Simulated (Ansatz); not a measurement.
# RbVS3 in I4/mcm, a phase reached by a soft mode: a soft mode frozen in, part 2 of 3

Which phase does RbVS3 in I4/mcm, a phase reached by a soft mode fall into along its unstable mode, and how much energy does it gain?

Ansatz 0.2.0; DFT PBEsol, scalar-relativistic, plane waves, PAW; PAW set soft_1.

So far. Step 4 (The mode frozen in, largest atomic shift 0.08 Å): The run ends at a pressure of 0.14 GPa, with forces up to 0.033 eV/Å. Step 5 (Energy along the mode, all amplitudes (two of the runs …): The lowest of the steps tried is at 0.08 Å, 0.298 meV/atom below the parent; the bottom of the well need not coincide with a step.

The structure was built from a prototype and need not be the compound's stable phase.

## 6. Relaxation from the frozen mode

Starting from the lowest point found, all atoms and the cell are let go, so that strain and other modes of the same symmetry can join in.

input.yaml reads:

```yaml
crystal:
  lattice:
    - [-3.2974602765, 3.2974602765, 4.637940288]
    - [3.2974602765, -3.2974602765, 4.637940288]
    - [3.2974602765, 3.2974602765, -4.637940288]
  atoms:
    - { symbol: Rb, position: [0.7490938344, 0.7509061656, 0.0] }
    - { symbol: Rb, position: [0.2490938344, 0.2509061656, 0.0] }
    - { symbol: V, position: [0.0025676095, 0.4974323905, 0.5] }
    - { symbol: V, position: [0.5085775927, -0.0085775927, 0.5] }
    - { symbol: S, position: [0.7471886943, 0.2528113057, 0.5] }
    - { symbol: S, position: [0.2471886943, 0.7528113057, 0.5] }
    - { symbol: S, position: [0.7384003088, 0.2419155916, 0.9803159004] }
    - { symbol: S, position: [0.2580844084, 0.7615996912, 0.0196840996] }
    - { symbol: S, position: [0.2382880739, 0.2617119261, 0.5] }
    - { symbol: S, position: [0.7579721735, 0.7420278265, 0.5] }
kpoints:
  mp_grid: { grid: [8, 8, 8] }
hamiltonian:
  xc: pbesol
  pseudopotentials: { kind: paw, azcp: { folder: soft_1 }, xc_functional: pbe }
scf:
  occupations: { method: methfessel_paxton, width: 0.2 }
output:
  forces: true
  stress: true
  eigenvalues: true
relax:
  adjacent_minimum: "off"
  f_tol: 0.002
  max_steps: 120
  cell: { stress_tol: 0.03 }
```

Launch:

```sh
$ ansatz run input.yaml --threads 4 --pin off --max-ram 16384MiB --backend cpu --events-out ev --progress --plain --runs-dir out
```

Numbers of over 12 decimals in the logs are rounded to 6 here.

The log of the run:

```text
[...]
Crystal: 10 atoms, lattice volume = 201.718 Å³
Basis set: ecut = 420 eV, 3839 PW (Γ), exchange–correlation on 90×90×90 points (8 copies of the dense FFT grid, shifted against one another)
Bands: 50, of which v1, the nominal top of the filled ones, is band 40 counted from 1 (39 counted from 0)
Symmetry: 4 space group operations
[...]
k-points: 95 of 512 (time reversal used)
[...]
SCF iter   1: F=—  HF=-17522.809676 eV  |F-HF|=—  |Δ(HF+E_count)|=         —  Δρ=3.30e-2  dr2=3.40e0  ethr=3.10e-3  ⟨swp⟩=8.8  Hψ=21247  notcnv=0
[...]
SCF iter   9: F=-17521.713079 eV  HF=-17521.713079 eV  |F-HF|=1.61e-8  |Δ(HF+E_count)|=   3.79e-8  S|Δr|=    0.00e0  Δρ=3.84e-6  dr2=3.99e-8  ethr=1.25e-10  ⟨swp⟩=6.9  Hψ=20729  notcnv=0
SCF 1 converged in 9 iterations: F = -17521.713079 eV  dr2 = 3.99e-8
[...]
relax step   1: F+E_penalty+E_count = -17521.71307926 eV  Δ(F+E_penalty+E_count) = +0.000e0 eV  max|allowed force component| = 2.315e-2 eV/Å  Δτ_max = 0.0000 Å  P = +0.141 GPa  Ω = 201.718 Å³  (9 SCF iters, dr2 threshold 1.00e-7 eV, accepted)
Crystal: 10 atoms, lattice volume = 202.037 Å³
Basis set: ecut = 420 eV, 3863 PW (Γ), exchange–correlation on 90×90×90 points (8 copies of the dense FFT grid, shifted against one another)
[...]
iter 1 solved again at ethr=7.04e-7 eV; its pass at ethr=3.10e-3 eV (dr2=5.63e-4 eV) is discarded
[...]
SCF iter   5: F=-17521.714100 eV  HF=-17521.714100 eV  |F-HF|=1.26e-7  |Δ(HF+E_count)|=   5.02e-7  S|Δr|=    0.00e0  Δρ=7.86e-6  dr2=2.84e-7  ethr=6.03e-10  ⟨swp⟩=5.2  Hψ=21006  notcnv=0
SCF 2 converged in 5 iterations: F = -17521.714100 eV  dr2 = 2.84e-7
relax step   2: F+E_penalty+E_count = -17521.71410009 eV  Δ(F+E_penalty+E_count) = -1.021e-3 eV  max|allowed force component| = 3.338e-2 eV/Å  Δτ_max = 0.0052 Å  P = +0.026 GPa  Ω = 202.037 Å³  energy of the carried Pulay correction = -8.789e-5 eV  (5 SCF iters, dr2 threshold 4.82e-7 eV, accepted)
Crystal: 10 atoms, lattice volume = 202.353 Å³
Basis set: ecut = 420 eV, 3875 PW (Γ), exchange–correlation on 90×90×90 points (8 copies of the dense FFT grid, shifted against one another)
[...]
SCF iter   6: F=-17521.714990 eV  HF=-17521.714990 eV  |F-HF|=4.15e-9  |Δ(HF+E_count)|=   9.46e-9  S|Δr|=    0.00e0  Δρ=3.31e-6  dr2=3.74e-8  ethr=1.14e-10  ⟨swp⟩=6.5  Hψ=20268  notcnv=0
SCF 3 converged in 6 iterations: F = -17521.714990 eV  dr2 = 3.74e-8
[...]
relax step   3: F+E_penalty+E_count = -17521.71498961 eV  Δ(F+E_penalty+E_count) = -8.895e-4 eV  max|allowed force component| = 5.105e-2 eV/Å  Δτ_max = 0.0079 Å  P = -0.045 GPa  Ω = 202.353 Å³  energy of the carried Pulay correction = -1.751e-4 eV  (6 SCF iters, dr2 threshold 9.09e-8 eV, accepted)
[... from here on, the SCF cycles and remarks between the steps are left out ...]
relax step   4: F+E_penalty+E_count = -17521.71684331 eV  Δ(F+E_penalty+E_count) = -1.854e-3 eV  max|allowed force component| = 6.562e-2 eV/Å  Δτ_max = 0.0187 Å  P = +0.017 GPa  Ω = 202.469 Å³  energy of the carried Pulay correction = -2.071e-4 eV  (6 SCF iters, dr2 threshold 1.63e-7 eV, accepted)
relax step   5: F+E_penalty+E_count = -17521.76669165 eV  Δ(F+E_penalty+E_count) = -4.985e-2 eV  max|allowed force component| = 5.127e-1 eV/Å  Δτ_max = 0.1952 Å  P = +1.320 GPa  Ω = 203.437 Å³  energy of the carried Pulay correction = -4.725e-4 eV  (8 SCF iters, dr2 threshold 2.69e-7 eV, accepted)
relax step   6: F+E_penalty+E_count = -17521.79493378 eV  Δ(F+E_penalty+E_count) = -2.824e-2 eV  max|allowed force component| = 1.589e0 eV/Å  Δτ_max = 0.1956 Å  P = +2.942 GPa  Ω = 205.527 Å³  energy of the carried Pulay correction = -1.041e-3 eV  (7 SCF iters, dr2 threshold 1.00e-6 eV, accepted)
relax step   7: F+E_penalty+E_count = -17521.93222764 eV  Δ(F+E_penalty+E_count) = -1.373e-1 eV  max|allowed force component| = 9.671e-1 eV/Å  Δτ_max = 0.1928 Å  P = -0.403 GPa  Ω = 215.116 Å³  energy of the carried Pulay correction = -3.579e-3 eV  (8 SCF iters, dr2 threshold 1.00e-6 eV, accepted)
relax step   8: F+E_penalty+E_count = -17521.94773810 eV  Δ(F+E_penalty+E_count) = -1.551e-2 eV  max|allowed force component| = 8.502e-1 eV/Å  Δτ_max = 0.1946 Å  P = -1.329 GPa  Ω = 213.637 Å³  energy of the carried Pulay correction = -3.195e-3 eV  (7 SCF iters, dr2 threshold 1.00e-6 eV, accepted)
relax step   9: F+E_penalty+E_count = -17522.06060896 eV  Δ(F+E_penalty+E_count) = -1.129e-1 eV  max|allowed force component| = 4.222e-1 eV/Å  Δτ_max = 0.0655 Å  P = -0.622 GPa  Ω = 214.213 Å³  energy of the carried Pulay correction = -3.345e-3 eV  (6 SCF iters, dr2 threshold 1.00e-6 eV, accepted)
relax step  10: F+E_penalty+E_count = -17522.10245829 eV  Δ(F+E_penalty+E_count) = -4.185e-2 eV  max|allowed force component| = 1.156e0 eV/Å  Δτ_max = 0.1063 Å  P = +0.752 GPa  Ω = 217.904 Å³  energy of the carried Pulay correction = -4.295e-3 eV  (7 SCF iters, dr2 threshold 1.00e-6 eV, accepted)
relax step  11: F+E_penalty+E_count = -17522.19821965 eV  Δ(F+E_penalty+E_count) = -9.576e-2 eV  max|allowed force component| = 2.190e-1 eV/Å  Δτ_max = 0.0539 Å  P = -0.335 GPa  Ω = 220.479 Å³  energy of the carried Pulay correction = -4.948e-3 eV  (7 SCF iters, dr2 threshold 1.00e-6 eV, accepted)
relax step  12: F+E_penalty+E_count = -17522.20274221 eV  Δ(F+E_penalty+E_count) = -4.523e-3 eV  max|allowed force component| = 3.693e-2 eV/Å  Δτ_max = 0.0300 Å  P = -0.030 GPa  Ω = 221.265 Å³  energy of the carried Pulay correction = -5.146e-3 eV  (6 SCF iters, dr2 threshold 1.00e-6 eV, accepted)
relax step  13: F+E_penalty+E_count = -17522.20411187 eV  Δ(F+E_penalty+E_count) = -1.370e-3 eV  max|allowed force component| = 1.448e-2 eV/Å  Δτ_max = 0.0123 Å  P = +0.069 GPa  Ω = 220.450 Å³  energy of the carried Pulay correction = -4.941e-3 eV  (6 SCF iters, dr2 threshold 8.53e-8 eV, accepted)
relax step  14: F+E_penalty+E_count = -17522.20419555 eV  Δ(F+E_penalty+E_count) = -8.368e-5 eV  max|allowed force component| = 7.900e-3 eV/Å  Δτ_max = 0.0019 Å  P = +0.011 GPa  Ω = 220.635 Å³  energy of the carried Pulay correction = -4.988e-3 eV  (5 SCF iters, dr2 threshold 4.08e-8 eV, accepted)
relax step  15: F+E_penalty+E_count = -17522.20213396 eV  Δ(F+E_penalty+E_count) = +2.062e-3 eV  max|allowed force component| = 2.190e-2 eV/Å  Δτ_max = 0.0316 Å  P = +0.058 GPa  Ω = 219.912 Å³  energy of the carried Pulay correction = -4.805e-3 eV  (8 SCF iters, dr2 threshold 4.80e-9 eV, rejected (line search))
relax step  16: F+E_penalty+E_count = -17522.20417997 eV  Δ(F+E_penalty+E_count) = +1.558e-5 eV  max|allowed force component| = 1.214e-2 eV/Å  Δτ_max = 0.0071 Å  P = -0.015 GPa  Ω = 220.607 Å³  energy of the carried Pulay correction = -4.981e-3 eV  (11 SCF iters, rejected (line search))
relax step  17: F+E_penalty+E_count = -17522.20424274 eV  Δ(F+E_penalty+E_count) = -4.719e-5 eV  max|allowed force component| = 5.417e-3 eV/Å  Δτ_max = 0.0033 Å  P = +0.001 GPa  Ω = 220.696 Å³  energy of the carried Pulay correction = -5.003e-3 eV  (9 SCF iters, accepted)
relax step  18: F+E_penalty+E_count = -17522.20423023 eV  Δ(F+E_penalty+E_count) = +1.251e-5 eV  max|allowed force component| = 1.454e-2 eV/Å  Δτ_max = 0.0009 Å  P = -0.020 GPa  Ω = 220.667 Å³  energy of the carried Pulay correction = -4.996e-3 eV  (6 SCF iters, dr2 threshold 1.83e-9 eV, rejected (line search))
relax step  19: F+E_penalty+E_count = -17522.20424998 eV  Δ(F+E_penalty+E_count) = -7.241e-6 eV  max|allowed force component| = 9.944e-4 eV/Å  Δτ_max = 0.0004 Å  P = +0.001 GPa  Ω = 220.682 Å³  energy of the carried Pulay correction = -5.000e-3 eV  (8 SCF iters, accepted)
relax step  20: F+E_penalty+E_count = -17522.23408695 eV  Δ(F+E_penalty+E_count) = -2.984e-2 eV  max|allowed force component| = 4.769e-3 eV/Å  Δτ_max = 0.0000 Å  P = +0.178 GPa  Ω = 220.682 Å³  stress off target by 4.73e-1 GPa  SCF on the basis re-selected at this cell (its energy is not comparable with the rows above)  (8 SCF iters)
relax step  21: F+E_penalty+E_count = -17522.23783834 eV  Δ(F+E_penalty+E_count) = -3.751e-3 eV  max|allowed force component| = 1.958e-2 eV/Å  Δτ_max = 0.0136 Å  P = -0.021 GPa  Ω = 222.813 Å³  energy of the carried Pulay correction = -4.817e-4 eV  (6 SCF iters, dr2 threshold 5.60e-7 eV, accepted)
relax step  22: F+E_penalty+E_count = -17522.23956008 eV  Δ(F+E_penalty+E_count) = -1.722e-3 eV  max|allowed force component| = 2.933e-2 eV/Å  Δτ_max = 0.0253 Å  P = +0.074 GPa  Ω = 223.847 Å³  energy of the carried Pulay correction = -6.860e-4 eV  (7 SCF iters, dr2 threshold 7.27e-8 eV, accepted)
relax step  23: F+E_penalty+E_count = -17522.23975770 eV  Δ(F+E_penalty+E_count) = -1.976e-4 eV  max|allowed force component| = 1.566e-2 eV/Å  Δτ_max = 0.0074 Å  P = -0.020 GPa  Ω = 224.564 Å³  energy of the carried Pulay correction = -8.564e-4 eV  (7 SCF iters, dr2 threshold 6.25e-8 eV, accepted)
relax step  24: F+E_penalty+E_count = -17522.23899585 eV  Δ(F+E_penalty+E_count) = +7.619e-4 eV  max|allowed force component| = 2.489e-2 eV/Å  Δτ_max = 0.0178 Å  P = +0.039 GPa  Ω = 223.945 Å³  energy of the carried Pulay correction = -7.120e-4 eV  (7 SCF iters, dr2 threshold 1.53e-8 eV, rejected (line search))
relax step  25: F+E_penalty+E_count = -17522.23985645 eV  Δ(F+E_penalty+E_count) = -9.875e-5 eV  max|allowed force component| = 8.231e-3 eV/Å  Δτ_max = 0.0035 Å  P = -0.025 GPa  Ω = 224.377 Å³  energy of the carried Pulay correction = -8.130e-4 eV  (10 SCF iters, accepted)
relax step  26: F+E_penalty+E_count = -17522.23987700 eV  Δ(F+E_penalty+E_count) = -2.055e-5 eV  max|allowed force component| = 5.046e-3 eV/Å  Δτ_max = 0.0009 Å  P = +0.001 GPa  Ω = 224.327 Å³  energy of the carried Pulay correction = -8.008e-4 eV  (6 SCF iters, dr2 threshold 4.23e-9 eV, accepted)
relax step  27: F+E_penalty+E_count = -17522.23988285 eV  Δ(F+E_penalty+E_count) = -5.846e-6 eV  max|allowed force component| = 2.658e-3 eV/Å  Δτ_max = 0.0006 Å  P = +0.004 GPa  Ω = 224.327 Å³  energy of the carried Pulay correction = -8.005e-4 eV  (6 SCF iters, dr2 threshold 1.59e-9 eV, accepted)
relax step  28: F+E_penalty+E_count = -17522.23987761 eV  Δ(F+E_penalty+E_count) = +5.238e-6 eV  max|allowed force component| = 2.127e-3 eV/Å  Δτ_max = 0.0007 Å  P = +0.000 GPa  Ω = 224.360 Å³  energy of the carried Pulay correction = -8.084e-4 eV  (6 SCF iters, dr2 threshold 4.42e-10 eV, accepted)
relax step  29: F+E_penalty+E_count = -17522.23987820 eV  Δ(F+E_penalty+E_count) = -5.869e-7 eV  max|allowed force component| = 1.472e-3 eV/Å  Δτ_max = 0.0004 Å  P = -0.001 GPa  Ω = 224.361 Å³  energy of the carried Pulay correction = -8.086e-4 eV  (6 SCF iters, dr2 threshold 2.83e-10 eV, accepted)
[...]
SCF iter   1: F=—  HF=-17522.239821 eV  |F-HF|=—  |Δ(HF+E_count)|=         —  Δρ=2.73e-4  dr2=3.70e-6  ethr=4.97e-6  ⟨swp⟩=3.1  Hψ=32730  notcnv=0
eigensolver tolerance schedule: the retry pair's looser diagonalisation over-reported the residual by 1074.18 of it (diagonalisation noise at an unbounded share of the residual, at the tolerance the schedule requests for it); recorded, not acted on — ethr = c·dr2/N_el stays at c = 1.0e-1
SCF iter   2: F=—  HF=-17522.240568 eV  |F-HF|=—  |Δ(HF+E_count)|=   7.48e-4  S|Δr|=    0.00e0  Δρ=1.38e-4  dr2=9.63e-7  ethr=4.62e-9  ⟨swp⟩=3.0  Hψ=9459  notcnv=0
[...]
SCF iter   7: F=-17522.240837 eV  HF=-17522.240837 eV  |F-HF|=7.28e-12  |Δ(HF+E_count)|=  3.64e-12  S|Δr|=    0.00e0  Δρ=4.84e-8  dr2=1.03e-11  ethr=1.00e-12  ⟨swp⟩=4.9  Hψ=15048  notcnv=0
SCF 30 converged in 7 iterations: F = -17522.240837 eV  dr2 = 1.03e-11
relax step  30: F+E_penalty+E_count = -17522.24083674 eV  Δ(F+E_penalty+E_count) = -9.585e-4 eV  max|allowed force component| = 1.425e-3 eV/Å  Δτ_max = 0.0000 Å  P = +0.002 GPa  Ω = 224.361 Å³  stress off target by 8.20e-3 GPa  SCF on the basis re-selected at this cell (its energy is not comparable with the rows above)  (7 SCF iters)
[...]
SCF converged after 7 iterations
[...]
Free energy (F): -17522.240837 eV
[...]
Internal energy: -17522.268207 eV  (E = F + TS)
E sigma→0 (E₀):  -17522.247679 eV
Entropy (-TS):   0.027370 eV (2.737 meV/atom)
Fermi energy:    6.818945 eV
[...]
--- Forces (eV/Å), atoms counted from 1 ---
  atom   1  Rb     0.00006106    -0.00006106    -0.00000000
  atom   2  Rb     0.00006106    -0.00006106     0.00000000
  atom   3  V     -0.00142497     0.00142497     0.00000000
  atom   4  V      0.00045103    -0.00045103     0.00000000
  atom   5  S      0.00008560    -0.00008560    -0.00075317
  atom   6  S      0.00008560    -0.00008560     0.00075317
  atom   7  S     -0.00046930    -0.00010664     0.00000000
  atom   8  S      0.00010664     0.00046930     0.00000000
  atom   9  S      0.00106952    -0.00106952     0.00000000
  atom  10  S     -0.00002595     0.00002595     0.00000000
  max |Σ_I F_I| component: 2.87e-7 eV/Å
--- Stress (GPa, compression-positive) ---
        0.003801      -0.004398       0.000000
       -0.004398       0.003801      -0.000000
        0.000000      -0.000000      -0.000450
  P = ⅓ Tr σ = 0.0024 GPa (0.024 kbar)
--- Band table (eV; the first three rows and the last of 95) ---
  k-point 0: bands = [... 36 lower, 5.9911, 5.9913, 6.1685, 6.1689, 7.2346, 7.2350, 7.5786, 7.5839, ... 6 higher]
  k-point 1: bands = [... 36 lower, 5.8093, 5.9748, 6.0123, 6.6853, 7.1633, 7.1857, 7.2957, 7.2981, ... 6 higher]
  k-point 2: bands = [... 36 lower, 5.3227, 5.5115, 5.9292, 6.3938, 6.9058, 7.1294, 7.2051, 7.2735, ... 6 higher]
  k-point 94: bands = [... 36 lower, 4.5557, 4.7366, 4.8603, 5.8724, 7.0423, 7.5052, 7.7289, 7.7798, ... 6 higher]
--- Relaxed structure (28 steps of the walk, 24 accepted, 2 SCFs on fresh bases) ---
  F+E_penalty+E_count = -17522.24083674 eV   max|allowed force component| = 1.425e-3 eV/Å   (the final SCF, on the basis selected at the relaxed cell)
  cell:  # Å, volume = 224.3612 Å³
    - [-3.935761, 3.935761, 4.489503]
    - [3.935761, -3.935761, 4.489503]
    - [3.174394, 3.174394, -4.489503]
  atoms:
    - { symbol: Rb, position: [0.754384, 0.745616, 0.0] }
    - { symbol: Rb, position: [0.254384, 0.245616, 0.0] }
    - { symbol: V, position: [0.039730, 0.460270, 0.5] }
    - { symbol: V, position: [0.539733, -0.039733, 0.500000] }
    - { symbol: S, position: [0.744390, 0.265666, 0.500000] }
    - { symbol: S, position: [0.234334, 0.755610, 0.5] }
    - { symbol: S, position: [0.734310, 0.255650, 0.989960] }
    - { symbol: S, position: [0.244350, 0.765690, 0.010040] }
    - { symbol: S, position: [0.225423, 0.274577, 0.5] }
    - { symbol: S, position: [0.725417, 0.774583, 0.5] }
```

Elapsed: 13 min, on 4 threads of Arm Neoverse V1, shared host; peak memory 0.96 GiB.

The steps of the relaxation (22 of 30):

```
step  energy less that of the first step (eV)  largest force component (eV/Å)  pressure (GPa)  volume (Å³)
   1                                   0.0000                          0.0232            0.14       201.72
   2                                  -0.0010                          0.0334            0.03       202.04
   4                                  -0.0038                          0.0656            0.02       202.47
   5                                  -0.0536                          0.5127            1.32       203.44
   7                                  -0.2191                          0.9671           -0.40       215.12
   8                                  -0.2347                          0.8502           -1.33       213.64
   9                                  -0.3475                          0.4222           -0.62       214.21
  11                                  -0.4851                          0.2190           -0.33       220.48
  12                                  -0.4897                          0.0369           -0.03       221.27
  13                                  -0.4910                          0.0145            0.07       220.45
  15                                  -0.4891                          0.0219            0.06       219.91
  16                                  -0.4911                          0.0121           -0.02       220.61
  18                                  -0.4912                          0.0145           -0.02       220.67
  19                                  -0.4912                          0.0010            0.00       220.68
 20*                                  -0.5210                          0.0048            0.18       220.68
  22                                  -0.5265                          0.0293            0.07       223.85
  23                                  -0.5267                          0.0157           -0.02       224.56
  24                                  -0.5259                          0.0249            0.04       223.95
  26                                  -0.5268                          0.0050            0.00       224.33
  27                                  -0.5268                          0.0027            0.00       224.33
  29                                  -0.5268                          0.0015            0.00       224.36
 30*                                  -0.5278                          0.0014            0.00       224.36
```

Relaxation steps marked * repeat the geometry before them on a plane-wave basis chosen anew for their cell, so energy and pressure can jump there. Other such steps can lie between the rows shown. Relaxation steps 15, 16, 18, 24 were tried and not accepted.

The run keeps the 4 symmetry operations that it works with, so distortions that break them were not tested.

```
     cell as run  before   after   change
           a (Å)   6.577   7.151   +8.7 %
           b (Å)   6.577   7.151   +8.7 %
           c (Å)   6.577   6.349   -3.5 %
           α (°)  119.82  116.36   -2.9 %
           β (°)  119.82  116.36   -2.9 %
           γ (°)   90.31  102.22  +13.2 %
volume (Å³/atom)   20.17   22.44  +11.2 %
```

The atoms that moved most (Å, as changes of fractional coordinates times the final cell):

```
atom      dx      dy      dz  length
  V3  -0.293   0.293   0.000   0.414
 S10   0.256  -0.256   0.000   0.362
  V4  -0.245   0.245   0.000   0.347
  S9   0.101  -0.101   0.000   0.143
  S8   0.040  -0.101   0.000   0.108
  S7   0.101  -0.040   0.000   0.108
  S6   0.062  -0.062  -0.045   0.098
  S5   0.062  -0.062   0.045   0.098
```

Numbers from this step:

```
pressure        : 0.002384 GPa
volume per atom : 22.44 Å³
```

The distorted start has space group Fmm2; the relaxation ends in I4cm.

(Continued in part 3 of 3.)

[Logs are printed without paths, hosts, clocks, repeated set-up lines and the standing remarks that a program may print on its own settings, such as how far it seeks lower states.]

[Hosts, paths, dates, database ids (printed as entryN), source tags and the programs' standing remarks are cut or masked in the printed files.]
